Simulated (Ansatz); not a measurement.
# Where H_N puts its levels in the gap of Al3GaN4 (Pm), part 2 of 2

Charge states of H_N in Al3GaN4 (Pm), set against the band edges. Model: a cell of 96 host atoms with 1 N taken out and 1 H put in.

Ansatz; place-levels on PBEsol runs: charge-transition levels and formation energies with image-charge correction and potential alignment at the atomic sites.

So far: The structure; What was run first.

## 3. Placing the levels, PBEsol

A charged cell interacts with its images and the background, and its potential has another zero than the host's. place-levels removes the first by a point-charge model, screened by the static dielectric constant since the ions have relaxed around the charge, and the second by comparing potentials at atoms far from the defect.

The host is a run of the defect-free crystal in the same cutoffs, grids and k-points, so that basis and sampling errors cancel in part in the differences. Its band edges come from a run of the primitive cell that searches the zone for them. The host is run in a cell of 48 atoms on a matching mesh. Chemical potentials are energies per atom of N (N2 molecule) and H (H2 molecule), run with the same functional and cutoff.

File levels.point.yaml:

```yaml
host:
  run: host.point.run
  levels_from: { run: edges.point.run }
states: [qm1_M1.point.run, q0.point.run, qp1_M1.point.run, qp2.point.run, qp3_M1.point.run, q0_M2.point.run]
geometry_from:
  qm1_M1.point.run: qm1_M1.relax.run
  q0.point.run: q0.relax_smeared.run
  qp1_M1.point.run: qp1_M1.relax.run
  qp2.point.run: qp2.relax.run
  qp3_M1.point.run: qp3_M1.relax.run
  q0_M2.point.run: q0_M2.relax.run
  host.point.run: host.relax.run
chemical_potentials:
  "N":
    energy: -378.471758
    dataset: "<sha256 of the dataset>"
  H:
    energy: -15.609288
    dataset: "<sha256 of the dataset>"
epsilon: [4.99, 4.79, 4.8]
static_epsilon: [9.98, 8.63, 8.67]
vertical:
  - { from: qm1_M1.point.run, to: qm1_M1.point_neutral.run }
  - { from: qp1_M1.point.run, to: qp1_M1.point_neutral.run }
  - { from: qp2.point.run, to: qp2.point_neutral.run }
  - { from: qp3_M1.point.run, to: qp3_M1.point_neutral.run }
```

The run is started by

```
ansatz place-levels levels.point.yaml -- --threads 8 --pin off --max-ram 14131MiB
```

The program printed:

```text
[... repeated set-up lines and file paths are left out, and long positions are rounded to six places ...]
(+3/+2) 0.000 eV above the valence edge (-0.883 eV without the band-filling correction), 3.477 eV under the conduction edge
(+2/+1) 2.412 eV above the valence edge, 1.064 eV under the conduction edge; not on the lower envelope
(+1/0) 2.061 eV above the valence edge, 1.416 eV under the conduction edge; not on the lower envelope
(0/-1) 3.571 eV above the valence edge, in the conduction band
(+2/0) 2.237 eV above the valence edge, 1.240 eV under the conduction edge: charges between them are lowest nowhere
formation energy of charge +3: +1.362 eV with the Fermi level at the valence edge
formation energy of charge +2: +1.362 eV with the Fermi level at the valence edge
formation energy of charge +1: +3.774 eV with the Fermi level at the valence edge
formation energy of charge 0: +5.835 eV with the Fermi level at the valence edge
formation energy of charge -1: +9.406 eV with the Fermi level at the valence edge
vertical -1 to 0: no energy, since no alignment is typed
  the change from vertical[0].from (qm1_M1.point.run) to vertical[0].to (qm1_M1.point_neutral.run): by its potential at epsilon [4.99, 4.79, 4.8] it stands at 0.557 0.489 0.617, with an rms radius of about 2.3 Å (1.5 1.2 1.3 Å across the planes of the cell's [...]
vertical +1 to 0: no energy, since no alignment is typed
  the change from vertical[1].from (qp1_M1.point.run) to vertical[1].to (qp1_M1.point_neutral.run): by its potential at epsilon [4.99, 4.79, 4.8] it stands at 0.587 0.499 0.531, with an rms radius of about 2.2 Å (1.1 1.1 1.6 Å across the planes of the cell's [...]
vertical +2 to 0: no energy, since no alignment is typed
  the change from vertical[2].from (qp2.point.run) to vertical[2].to (qp2.point_neutral.run): by its potential at epsilon [4.99, 4.79, 4.8] it stands at 0.550 0.500 0.588, with an rms radius of about 4.0 Å (2.3 2.2 2.4 Å across the planes of the cell's [...]
vertical +3 to 0: no energy, since no alignment is typed
  the change from vertical[3].from (qp3_M1.point.run) to vertical[3].to (qp3_M1.point_neutral.run): by its potential at epsilon [4.99, 4.79, 4.8] it stands at 0.534 0.500 0.588, with an rms radius of about 4.9 Å (2.8 2.7 3.1 Å across the planes of the cell's [...]
  edges by pbesol of host.levels_from (edges.point.run), its mesh sampled to repeats of 27.09 Å (the valence edge +0.128 eV and the conduction edge -0.782 eV from those of the host's own run), gap 3.477 eV; the host is sampled to repeats of 27.56 Å
  the defect's cells are sampled to repeats of 27.56 Å, like sampling
  charge +3: -81746.1807 eV with its correction of +1.372 eV, at epsilon [9.98, 8.63, 8.67], aligned at sites: -0.2077 eV, mean over 57 atomic sites at or beyond 4.70 Å from the defect at [0.5612, 0.5000, 0.5836], with -0.002564 for the charge's moments and [...]
  states[4] (qp3_M1.point.run): levels filled in part (TS 0.006 eV): its energy is of no whole electron's
  charge +2: -81739.3906 eV with its correction of +0.681 eV, at epsilon [9.98, 8.63, 8.67], aligned at sites: -0.1030 eV, mean over 57 atomic sites at or beyond 4.70 Å from the defect at [0.5612, 0.5000, 0.5836], with -0.002534 for the charge's moments and [...]
  charge +1: -81729.3053 eV with its correction of +0.143 eV, at epsilon [9.98, 8.63, 8.67], aligned at sites: -0.0788 eV, mean over 57 atomic sites at or beyond 4.70 Å from the defect at [0.5612, 0.5000, 0.5836], with -0.006108 for the charge's moments and [...]
  charge 0: +0.000 eV for its dipole among its images, +0.000 omitted
  charge -1: -81708.3276 eV with its correction of +0.253 eV, at epsilon [9.98, 8.63, 8.67], aligned at sites: -0.0316 eV, mean over 57 atomic sites at or beyond 4.70 Å from the defect at [0.5612, 0.5000, 0.5836], with -0.007611 for the charge's moments and [...]
  charge 0: states[5] (q0_M2.point.run) stands 1.014 eV higher, with a moment of 2.00 μB against 0.00
  of states[4] (qp3_M1.point.run): it parts from the run at its places by a charge that spreads by about 2.7 Å along one vector (1.6 Å or more is wide), by its potential at epsilon [4.99, 4.79, 4.8], taken for that of held ions (one typed too small widens [...]
  of states[3] (qp2.point.run): it parts from the run at its places by a charge that spreads by about 2.2 Å along one vector (1.6 Å or more is wide), by its potential at epsilon [4.99, 4.79, 4.8], taken for that of held ions (one typed too small widens it), [...]
  of states[2] (qp1_M1.point.run): its displacements don't fall off away from the defect: farther atoms stand 0.015 Å off the host's places. [...]
  of states[1] (q0.point.run): its displacements don't fall off away from the defect: farther atoms stand 0.016 Å off the host's places. [...]
  of states[0] (qm1_M1.point.run): its displacements don't fall off away from the defect: farther atoms stand 0.014 Å off the host's places. [...]
  of states[5] (q0_M2.point.run): its displacements don't fall off away from the defect: farther atoms stand 0.013 Å off the host's places. [...]
  of vertical[0].from (qm1_M1.point.run): its displacements don't fall off away from the defect: farther atoms stand 0.014 Å off the host's places. [...]
  of vertical[0].to (qm1_M1.point_neutral.run): its displacements don't fall off away from the defect: farther atoms stand 0.014 Å off the host's places. [...]
  of vertical[1].from (qp1_M1.point.run): its displacements don't fall off away from the defect: farther atoms stand 0.015 Å off the host's places. [...]
  of vertical[1].to (qp1_M1.point_neutral.run): its displacements don't fall off away from the defect: farther atoms stand 0.015 Å off the host's places. [...]
  of vertical[2].from (qp2.point.run): it parts from the run at its places by a charge that spreads by about 2.2 Å along one vector (1.6 Å or more is wide), by its potential at epsilon [4.99, 4.79, 4.8], taken for that of held ions (one typed too small widens [...]
  vertical[3].from (qp3_M1.point.run): levels filled in part (TS 0.006 eV): its energy is of no whole electron's
  of vertical[3].from (qp3_M1.point.run): its displacements don't fall off away from the defect: farther atoms stand 0.013 Å off the host's places. [...]
  of vertical[3].to (qp3_M1.point_neutral.run): its displacements don't fall off away from the defect: farther atoms stand 0.013 Å off the host's places. [...]
```

The job ended after 0.88 s (8 threads of Arm Neoverse V1, shared host).

Levels between the charges placed, in eV above the valence top:

|  | gap (eV) | (+3/+2) | (+2/+1) | (+1/0) | (0/−1) |
| --- | --- | --- | --- | --- | --- |
| PBEsol | 3.48 | 0.00 | 2.41 | 2.06 | 3.57 |

Corrections by state:

| charge | moment (μB) | image terms and alignment (eV) | band filling (eV) | ε used | over the lowest of its charge, as the program ranks them, band filling apart (eV) |
| --- | --- | --- | --- | --- | --- |
| +3 | 1.0 | 1.372 | -0.883 | principal values (8.63, 8.67, 9.98) | 0.000 |
| +2 | 0.0 | 0.681 | - | principal values (8.63, 8.67, 9.98) | 0.000 |
| +1 | 1.0 | 0.143 | - | principal values (8.63, 8.67, 9.98) | 0.000 |
| 0 | 0.0 | 0.000 | - | - | 0.000 |
| −1 | 1.0 | 0.253 | - | principal values (8.63, 8.67, 9.98) | 0.000 |
| 0 | 2.0 | 0.000 | - | - | 1.014 |

The charged structures listed were also run neutral, and place-levels reads from each pair, by the potential or the spins, how wide the charge is by which they differ; that can be the carrier of either run.

| charge | rms radius (Å) | spread where it is widest against the cell (Å) | wide from (Å) | reading |
| --- | --- | --- | --- | --- |
| +3 | 4.9 | 2.67 | 1.63 | wide |
| +2 | 4.0 | 2.23 | 1.63 | wide |
| +1 | 2.2 | 1.57 | 1.88 | narrow |
| −1 | 2.3 | 1.47 | 1.75 | narrow |

The neutral runs of these pairs need not share the spin of the lowest neutral state, and very wide values only mean spread over the cell.

From the program's caveats on the states, each cut to its opening words:

- charge +3 (1 μB): it parts from the run at its places by a charge that spreads by about 2.7 Å along one vector (1.6 Å or more is wide), by its potential at epsilon [4.99, 4.79, [...]
- charge +3 (1 μB): a band-filling correction moves a carrier to the host's band edge, which changes its energy by -0.883 eV
- charge +3 (1 μB), 0 (2 μB): its displacements don't fall off away from the defect: farther atoms stand 0.013 Å off the host's places
- charge +2: it parts from the run at its places by a charge that spreads by about 2.2 Å along one vector (1.6 Å or more is wide), by its potential at epsilon [4.99, 4.79, [...]
- charge +1 (1 μB): its displacements don't fall off away from the defect: farther atoms stand 0.015 Å off the host's places
- charge 0: its displacements don't fall off away from the defect: farther atoms stand 0.016 Å off the host's places
- charge −1 (1 μB): its displacements don't fall off away from the defect: farther atoms stand 0.014 Å off the host's places

Chemical potentials of the elements' reference phases, run alike. Formation energies (elemental references), with the Fermi level at the valence top and at the conduction bottom (gap 3.48 eV):

| charge | at valence top (eV) | at conduction bottom (eV) | correction included (eV) |
| --- | --- | --- | --- |
| +3 | 1.36 | 11.79 | 0.49 |
| +2 | 1.36 | 8.31 | 0.68 |
| +1 | 3.77 | 7.25 | 0.14 |
| 0 | 5.84 | 5.84 | 0.00 |
| −1 | 9.41 | 5.93 | 0.25 |

```csv
Fermi level (eV),lowest formation energy (eV)
0.00,1.36
0.32,1.99
0.63,2.62
0.95,3.26
1.26,3.89
1.58,4.52
1.90,5.16
2.21,5.79
2.53,5.84
2.85,5.84
3.16,5.84
3.48,5.84
```

## 4. What came out

```json
{
  "gap of the host": "3.48 eV (PBEsol)",
  "level (plus 3/plus 2)": "0.00 eV above the valence top (-0.88 eV above the valence top without the band-filling term)",
  "level (plus 2/plus 1)": "2.41 eV above the valence top, not a change between lowest states",
  "level (plus 1/0)": "2.06 eV above the valence top, not a change between lowest states",
  "level (0/minus 1)": "3.57 eV above the valence top, past the conduction bottom",
  "level (plus 2/0)": "2.24 eV above the valence top",
  "lowest of the charges placed, just above the valence top (0.02 eV)": "+2",
  "lowest of the charges placed, just below the conduction bottom (0.02 eV)": "0",
  "lowest formation energy at mid-gap of the charges run, elemental references": "4.84 eV"
}
```

In words: Of the charges placed (−1, 0, +1, +2 and +3), the lowest changes at 2.24 eV (+2/0) above the valence top, in a gap of 3.48 eV. (+2/0) passes over charge +1, which lies 0.18 eV above the two there; a lower structure or spin state of it, if missed, would change that. (0/−1) lies 0.09 eV from a band edge, less than the doubt on such levels. States placed: +3 at 1 μB; +2 at 0 μB; +1 at 1 μB; 0 at 0 μB and 2 μB; −1 at 1 μB. Other spin states or structures, where not listed, weren't placed. The program finds carriers beyond a band edge of the host and adds a band-filling term at charge +3 (-0.88 eV); steps to such a charge show no bound level, and a defect level inside a band would be read the same way. At charge −1 and 0 the atom put in ends up to 1.4 Å from its starting place, so the name tells the start alone and the levels can join different sites. H is taken at its element; compounds, which aren't counted here, bound the chemical potentials and would shift these formation energies. Keep in mind: PBEsol makes the gap too small and tends to spread out bound carriers; where a gas molecule sets a chemical potential or the host's formation energy, its binding is uncorrected.

[Logs are printed without paths, hosts, clocks, repeated set-up lines and the standing remarks that a program may print on its own settings, such as how far it seeks lower states.]

[Hosts, paths, dates, database ids (printed as entryN), source tags and the programs' standing remarks are cut or masked in the printed files.]

[Where a table of states has a column of steps, it counts the stored structures, which are thinned; the runs took as many ionic steps or more.]

[A defect's name tells the site on which it was built; relaxed atoms can leave that site.]

[For some hosts the program warned that the k-mesh of the response run may be too coarse for force constants and the static dielectric constant; such warnings are not shown here.]
